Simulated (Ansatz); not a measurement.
## AlPt3N (built on the InNi3N structure): following an unstable mode

Wanted: the energy along a soft mode of AlPt3N (built on the InNi3N structure) and the structure at the end.

Main program and level: Ansatz 0.2.0; DFT RPBE, scalar-relativistic, plane waves, PAW.

Report form: inputs, costs, results and the conclusion, without the logs.

The structure was built from a prototype and need not be the compound's stable phase.

## 1. Set-up

The structure is cubic, space group Pm-3m (No. 221). Conventional cell: a = 4.209 Å, b = 4.209 Å, c = 4.209 Å, α = 90.00°, β = 90.00°, γ = 90.00°. Al has 12 Pt at 2.98 Å nearest. Nearest to Pt lie 2 N at 2.10 Å. Nearest to N lie 6 Pt at 2.10 Å. Farther neighbours, and contacts between anions beyond the nearest, are not listed.

## 2. Phonons on a q mesh

Stability and thermal properties need the whole zone. Linear response on a 4×4×4 q mesh gives force constants as far as a supercell of that size would.

The input, input.yaml:

```yaml
crystal:
  lattice:
    - [4.2086436197, 0.0, 0.0]
    - [0.0, 4.2086436197, 0.0]
    - [0.0, 0.0, 4.2086436197]
  atoms:
    - { symbol: Al, position: [0.0, 0.0, 0.0] }
    - { symbol: Pt, position: [0.5, 0.5, 0.0] }
    - { symbol: Pt, position: [0.5, 0.0, 0.5] }
    - { symbol: Pt, position: [0.0, 0.5, 0.5] }
    - { symbol: "N", position: [0.5, 0.5, 0.5] }
kpoints:
  mp_grid: { grid: [8, 8, 8] }
hamiltonian:
  xc: rpbe
scf:
  occupations: { method: methfessel_paxton, width: 0.2 }
output:
  eigenvalues: true
phonons:
  method: dfpt
  qmesh: [4, 4, 4]
  temperatures: { t_max: 1000, t_step: 50 }
  qpath:
    path:
      - [[0.0, 0.0, 0.0], [0.0, 0.5, 0.0], [0.5, 0.5, 0.0], [0.0, 0.0, 0.0], [0.5, 0.5, 0.5], [0.0, 0.5, 0.0]]
      - [[0.5, 0.5, 0.5], [0.5, 0.5, 0.0]]
    npoints: 10
```

Command:

```sh
> ansatz run input.yaml --threads 8 --pin off --max-ram 14336MiB --backend cpu --events-out ev --progress --plain --runs-dir out
```

Run time: 8.5 min. Hardware: 8 threads of Arm Neoverse V2, shared host; peak memory 3.2 GiB.

This step gave:

* volume per atom: 14.91 Å³
* gap on the k-mesh: 0 eV
* sum-rule residual before enforcement: 5.60e-5 eV/Å²
* lowest frequency on the path: -139.7 cm⁻¹
* point group: m-3m
* highest frequency on path, mesh or solved points: 513.3 cm⁻¹
* highest optical mode at the zone centre (no LO-TO term): 271.2 cm⁻¹
* lowest optical zone-centre mode: -139.7 cm⁻¹
* lowest mode on the q mesh (acoustic modes at Γ apart): -139.7 cm⁻¹

Frequencies (cm⁻¹) solved at each irreducible wavevector; negative means imaginary. Frequencies by wavevector, by row:

| q in reciprocal lattice units | star | mode 1 | mode 2 | mode 3 | mode 4 | mode 13 | mode 14 | mode 15 |
| --- | --- | --- | --- | --- | --- | --- | --- | --- |
| 0 0 0 | 1 | -139.7 | -139.7 | -139.7 | -96.3 | 271.2 | 271.2 | 271.2 |
| 0 0 0.25 | 6 | -126.5 | -126.5 | -86.1 | -86.1 | 279.7 | 279.7 | 400.6 |
| 0 0 -0.5 | 3 | -105.7 | -105.7 | -83.4 | -69.5 | 290 | 290 | 513.3 |
| 0 0.25 0.25 | 12 | -109.2 | -88.9 | -83.9 | -69.7 | 288.6 | 394.8 | 395.5 |
| 0 0.25 -0.5 | 12 | -93.8 | -81.8 | -67.8 | -65.5 | 299.5 | 385.1 | 503.1 |
| 0 -0.5 -0.5 | 3 | -73.5 | -67.7 | -67.7 | -67.5 | 308 | 492 | 492 |
| 0.25 0.25 0.25 | 8 | -93.1 | -84.5 | -84.5 | -49.8 | 383.5 | 383.5 | 394.7 |
| 0.25 0.25 -0.5 | 12 | -86.8 | -82.3 | -63.3 | -25.8 | 372.7 | 384.4 | 497.7 |
| 0.25 -0.5 -0.5 | 6 | -73 | -73 | -66.7 | 32.3 | 380.6 | 492.8 | 492.8 |
| -0.5 -0.5 -0.5 | 1 | -65.7 | -65.7 | -65.7 | -27.9 | 489.4 | 489.4 | 489.4 |

Interpolated from a 4×4×4 q mesh. The phonon branches at the labelled points (cm⁻¹):

| point | branch 1 | branch 2 | branch 3 | branch 4 | branch 12 | branch 13 | branch 14 | branch 15 |
| --- | --- | --- | --- | --- | --- | --- | --- | --- |
| Γ | -140 | -140 | -140 | -96 | 62 | 271 | 271 | 271 |
| halfway | -126 | -126 | -86 | -86 | 125 | 280 | 280 | 401 |
| X | -106 | -106 | -83 | -70 | 159 | 290 | 290 | 513 |
| halfway | -94 | -82 | -68 | -66 | 159 | 300 | 385 | 503 |
| M | -74 | -68 | -68 | -68 | 162 | 308 | 492 | 492 |
| halfway | -109 | -89 | -84 | -70 | 142 | 289 | 395 | 396 |
| Γ | -140 | -140 | -140 | -96 | 62 | 271 | 271 | 271 |
| halfway | -93 | -84 | -84 | -50 | 156 | 384 | 384 | 395 |
| R | -66 | -66 | -66 | -28 | 190 | 489 | 489 | 489 |
| halfway | -87 | -82 | -63 | -26 | 166 | 373 | 384 | 498 |
| X | -106 | -106 | -83 | -70 | 159 | 290 | 290 | 513 |
| jump to R | -66 | -66 | -66 | -28 | 190 | 489 | 489 | 489 |
| halfway | -73 | -73 | -67 | 32 | 177 | 381 | 493 | 493 |
| M | -74 | -68 | -68 | -68 | 162 | 308 | 492 | 492 |

Symmetry leaves 10 wavevectors to solve. The lowest mode among them, the acoustic zeros apart, lies at Γ and is imaginary, 139.7i cm⁻¹, so the energy falls along it.

## 3. The mode frozen in, largest atomic shift 0 Å

The mode followed lies at Γ with frequency 139.7i cm⁻¹ and is 3-fold degenerate, the softest among the wavevectors solved. At small amplitude the pattern taken leaves space group no. 99 by a symmetry search on the positions. The undistorted cell that holds it gives the zero of energy on the same k mesh.

input.yaml, the sections that differ from step 2:

```yaml
output:
  forces: true
  stress: true
  eigenvalues: true
# crystal, kpoints, hamiltonian, scf: as in step 2
# phonons: removed
```

Wall time 0.76 s (8 threads); peak memory 0.46 GiB.

Read from the output:

| Item | Value |
| --- | --- |
| pressure | -2.79e-4 GPa |
| energy from the undistorted cell | 0 meV/atom |

The run ends at a pressure of 0.00 GPa.

## 4. The mode frozen in, largest atomic shift 0.14 Å

The atoms are moved along the unstable eigenvector, the largest shift by 0.14 Å, with the cell fixed.

input.yaml, the sections that differ from step 3:

```yaml
crystal:
  lattice:
    - [4.2086436197, 0.0, 0.0]
    - [0.0, 4.2086436197, 0.0]
    - [0.0, 0.0, 4.2086436197]
  atoms:
    - { symbol: Al, position: [0.0, 0.0295170158, 0.0] }
    - { symbol: Pt, position: [0.5, 0.4938919646, 0.0] }
    - { symbol: Pt, position: [0.5, 0.0057452398, 0.5] }
    - { symbol: Pt, position: [0.0, 0.4938919646, 0.5] }
    - { symbol: "N", position: [0.5, 0.5332648741, 0.5] }
# kpoints, hamiltonian, scf, output: as in step 3
```

Run time: 2 s. Hardware: 8 threads; peak memory 0.48 GiB.

This step gave:

```
pressure                         : 0.7465 GPa
energy from the undistorted cell : -2.254 meV/atom
```

The energy, extrapolated to zero smearing, is -2.25 meV/atom against the undistorted cell.

The run ends at a pressure of 0.75 GPa, with forces up to 0.57 eV/Å.

## 5. Energy along the mode, all amplitudes (two of the runs are shown above)

An imaginary frequency means negative curvature, so the energy should fall and then rise again as anharmonic terms take over.

This step gave:

* depth at the lowest point sampled: 2.254 meV/atom
* largest atomic shift at that point: 0.14 Å

The energy from the parent by largest atomic shift:

| largest atomic shift (Å) | energy from the parent (meV/atom) |
| --- | --- |
| 0.0000 | 0 |
| 0.0400 | -0.58 |
| 0.0800 | -1.83 |
| 0.1400 | -2.25 |
| 0.2200 | 6.92 |

Displacement at unit largest shift by atom:

| atom | x (Å) | y (Å) | z (Å) | size |
| --- | --- | --- | --- | --- |
| Al1 | 0.00 | 0.89 | 0.00 | 0.89 |
| Pt2 | 0.00 | -0.18 | 0.00 | 0.18 |
| Pt3 | 0.00 | 0.17 | 0.00 | 0.17 |
| Pt4 | 0.00 | -0.18 | 0.00 | 0.18 |
| N5 | 0.00 | 1.00 | 0.00 | 1.00 |

The lowest step is at 0.14 Å, 2.25 meV/atom below the parent, and the energy rises beyond it.

## 6. Relaxing from the distorted cell

Starting from the lowest point found, all atoms and the cell are let go, so that strain and other modes of the same symmetry can join in.

input.yaml: that of step 4 with these lines changed.

```diff
@@ -21 +21,6 @@
   eigenvalues: true
+relax:
+  adjacent_minimum: "off"
+  f_tol: 0.002
+  max_steps: 120
+  cell: { stress_tol: 0.03 }
```

Run time: 69 s. Hardware: 8 threads; peak memory 0.58 GiB.

Relaxation path (22 of 31):

| step | energy less that of the first step (eV) | largest force component (eV/Å) | pressure (GPa) | volume (Å³) |
| --- | --- | --- | --- | --- |
| 1 | 0.0000 | 0.5687 | 0.75 | 74.55 |
| 2 | -0.0330 | 0.2279 | -0.05 | 74.96 |
| 4 | -0.1043 | 0.5175 | 0.01 | 76.78 |
| 5 | -0.1173 | 0.3813 | -1.75 | 77.38 |
| 7 | -0.1633 | 0.2013 | 0.58 | 77.92 |
| 8 | -0.1680 | 0.0394 | 0.43 | 78.14 |
| 10 | -0.1685 | 0.0016 | 0.00 | 78.28 |
| 11* | -0.1872 | 0.0017 | 0.35 | 78.28 |
| 12 | -0.1901 | 0.0060 | 0.15 | 78.67 |
| 14 | -0.1905 | 0.0112 | 0.00 | 78.97 |
| 15 | -0.1906 | 0.0158 | -0.01 | 79.04 |
| 17 | -0.2082 | 0.3097 | -0.04 | 79.56 |
| 18 | -0.4781 | 0.8919 | -1.29 | 80.21 |
| 20 | -0.6422 | 1.9922 | 7.64 | 75.51 |
| 21 | -1.1459 | 0.2787 | 0.06 | 77.94 |
| 22 | -1.1422 | 0.3462 | -0.70 | 78.26 |
| 24 | -1.1557 | 0.0266 | 0.04 | 77.81 |
| 25 | -1.1558 | 0.0035 | -0.05 | 77.83 |
| 27* | -1.1915 | 0.0045 | 0.68 | 77.81 |
| 28 | -1.1954 | 0.0048 | 0.13 | 78.19 |
| 30 | -1.1955 | 0.0002 | 0.00 | 78.29 |
| 31* | -1.1961 | 0.0004 | 0.01 | 78.29 |

Relaxation steps marked * repeat the geometry before them on a plane-wave basis chosen anew for their cell, so energy and pressure can jump there. Other such steps can lie between the rows shown. Relaxation steps 20, 22 were tried and not accepted.

The run keeps the 8 symmetry operations that the program found, so distortions that break them were not tested.

| cell as run | before | after | change |
| --- | --- | --- | --- |
| a (Å) | 4.209 | 3.773 | -10.3 % |
| b (Å) | 4.209 | 5.500 | +30.7 % |
| c (Å) | 4.209 | 3.773 | -10.3 % |
| volume (Å³/atom) | 14.91 | 15.66 | +5.0 % |

The atoms that moved most (Å, as changes of fractional coordinates times the final cell):

| atom | dx | dy | dz | length |
| --- | --- | --- | --- | --- |
| N5 | 0.000 | 0.540 | 0.000 | 0.540 |
| Pt2 | 0.000 | -0.413 | 0.000 | 0.413 |
| Pt4 | 0.000 | -0.413 | 0.000 | 0.413 |
| Al1 | 0.000 | 0.285 | 0.000 | 0.285 |

The relaxed structure:

```xyz
5
Lattice="3.7731 0.0000 0.0000 0.0000 5.4996 0.0000 0.0000 0.0000 3.7731" Properties=species:S:1:pos:R:3 pbc="T T T"
Al    0.0000    0.4469    0.0000
Pt    1.8866    2.3027    0.0000
Pt    1.8866    0.0340    1.8866
Pt    0.0000    2.3027    1.8866
N     1.8866    3.4728    1.8866
```

Read from the output:

* pressure: 0.005631 GPa
* volume per atom: 15.66 Å³

The distorted start has space group P4mm; the relaxation ends in P4mm.

## 7. The new phase in its own primitive cell

The relaxed structure is symmetrised, reduced to its primitive cell and relaxed tightly, as its phonons need.

input.yaml, the sections that differ from step 6:

```yaml
crystal:
  lattice:
    - [3.7731108543, 0.0, 0.0]
    - [0.0, 3.7731108543, 0.0]
    - [0.0, 0.0, 5.4996320373]
  atoms:
    - { symbol: Al, position: [0.0, 0.0, 0.9187456756] }
    - { symbol: Pt, position: [0.5, 0.0, 0.5812934614] }
    - { symbol: Pt, position: [0.5, 0.5, 0.9938148236] }
    - { symbol: Pt, position: [0.0, 0.5, 0.5812934614] }
    - { symbol: "N", position: [0.5, 0.5, 0.368541519] }
kpoints:
  mp_grid: { grid: [10, 10, 8] }
relax:
  adjacent_minimum: "off"
  f_tol: 0.001
  max_steps: 60
  cell: { stress_tol: 0.01 }
# hamiltonian, scf, output: as in step 6
```

The job ended after 17 s (8 threads; peak memory 0.6 GiB; 2.2 min of CPU time).

Little changed from the start: no atom moved by 0.005 Å and no cell edge by 0.1 %.

Numbers from this step:

| Property | Result |
| --- | --- |
| pressure | -5.26e-4 GPa |
| volume per atom | 15.65 Å³ |

The largest force component left is 0.18 meV/Å and the pressure is -0.001 GPa, within the tolerances set. The cell now holds 15.65 Å³/atom.

## 8. Modes of the new phase, k-mesh 10×10×8

A relaxed structure may still be a saddle point, so its zone-centre modes are computed. No field response is asked, since the mesh shows no gap.

input.yaml, the sections that differ from step 7:

```yaml
crystal:
  lattice:
    - [3.7726492589, 0.0, 0.0]
    - [0.0, 3.7726492589, 0.0]
    - [0.0, 0.0, 5.4992649438]
  atoms:
    - { symbol: Al, position: [0.0, 0.0, 0.9193395401] }
    - { symbol: Pt, position: [0.5, 0.0, 0.5812973936] }
    - { symbol: Pt, position: [0.5, 0.5, 0.9933852166] }
    - { symbol: Pt, position: [0.0, 0.5, 0.5812973936] }
    - { symbol: "N", position: [0.5, 0.5, 0.3683693971] }
output:
  eigenvalues: true
phonons:
  method: dfpt
# kpoints, hamiltonian, scf: as in step 7
# relax: removed
```

The job ended after 67 s (8 threads; peak memory 1.8 GiB).

This step gave:

* sum-rule residual before enforcement: 5.33e-5 eV/Å²
* point group: 4mm
* highest optical mode at the zone centre (no LO-TO term): 529.5 cm⁻¹
* lowest optical zone-centre mode: 48.99 cm⁻¹

Patterns of degenerate modes are one choice out of their space. The modes at Γ (shares of kinetic energy by element, %):

| mode | frequency (cm⁻¹) | symmetry | Al % | Pt % | N % |
| --- | --- | --- | --- | --- | --- |
| 1 | 0.0 | acoustic | 4 | 93 | 2 |
| 2 | 0.0 | acoustic | 4 | 93 | 2 |
| 3 | 0.0 | acoustic | 4 | 93 | 2 |
| 4 | 49.0 | E | 0 | 100 | 0 |
| 5 | 49.0 | E | 0 | 100 | 0 |
| 6 | 68.4 | B1 | 0 | 100 | 0 |
| 7 | 120.8 | A1 | 3 | 96 | 0 |
| 8 | 177.8 | E | 29 | 59 | 12 |
| 9 | 177.8 | E | 29 | 59 | 12 |
| 10 | 200.9 | E | 44 | 9 | 47 |
| 11 | 200.9 | E | 44 | 9 | 47 |
| 12 | 231.5 | E | 23 | 38 | 39 |
| 13 | 231.5 | E | 23 | 38 | 39 |
| 14 | 237.7 | A1 | 90 | 8 | 1 |
| 15 | 529.5 | A1 | 2 | 2 | 96 |

Displacements in mode 4 (49.0 cm⁻¹), the largest set to 1:
```
Al1  0.10  0.00  0.00
Pt2 -0.55 -0.01  0.00
Pt3  1.00  0.01  0.00
Pt4 -0.47 -0.01  0.00
N5   0.13  0.00  0.00
```

Displacements in mode 14 (237.7 cm⁻¹), the largest set to 1:
```
Al1  0.00  0.00  1.00
Pt2  0.00  0.00 -0.08
Pt3  0.00  0.00  0.01
Pt4  0.00  0.00 -0.08
N5   0.00  0.00  0.17
```

Before it was imposed, the acoustic sum rule was missed by 5.3e-5 eV/Å². Small misses are needed for a sound result but don't prove that mesh and cutoff are converged. The lowest optical mode is real, 49.0 cm⁻¹.

## 9. Outcome

| Property | Result |
| --- | --- |
| unstable mode of the parent | q = (0, 0, 0), 140i cm⁻¹ |
| depth at the lowest point sampled | 2.25 meV/atom |
| largest atomic shift at that point | 0.14 Å |
| space group reached | P4mm |
| energy gained over the parent (first relaxation, on the mesh of the frozen mode) | 241 meV/atom |
| volume per atom, phase reached | 15.7 Å³ |
| lowest optical zone-centre mode, phase reached | 49.0 cm⁻¹ |
| highest optical mode at the zone centre (no LO-TO term), phase reached | 529 cm⁻¹ |

Along this mode the structure falls into P4mm, 241 meV/atom below the parent. At the parent's cell the well is 2.254 meV/atom deep on the steps tried, with its lowest point at a shift of 0.14 Å. Relaxing atoms and cell changes the gain by +239.03 meV/atom against the lowest step (energies at zero smearing). Most of the total comes from this relaxation. The new phase has no imaginary mode at the zone centre of its cell; other wavevectors were not checked. Of the 6 patterns followed from this parent, this one ends 119 meV/atom above the lowest, Pmma. Each path keeps the symmetry of its pattern, so a lower phase may lie along a pattern not tried. With no gap, or one that is small against the smearing, the frequencies hang on the k mesh and the smearing, most of all near Kohn anomalies. Spin-orbit coupling is left out, which can matter for the heavy elements here. The starting cell was built on a prototype and not taken from a measurement, so the phase need not exist.

[Long decimals in the printed logs are rounded to 6 places.]

[Logs are printed without paths, hosts, clocks, repeated set-up lines and the standing remarks that a program may print on its own settings, such as how far it seeks lower states.]

[Hosts, paths, dates, database ids (printed as entryN), source tags and the programs' standing remarks are cut or masked in the printed files.]

[Where the starting crystal was built by hand or by swapping elements, it need not be the compound's stable phase.]
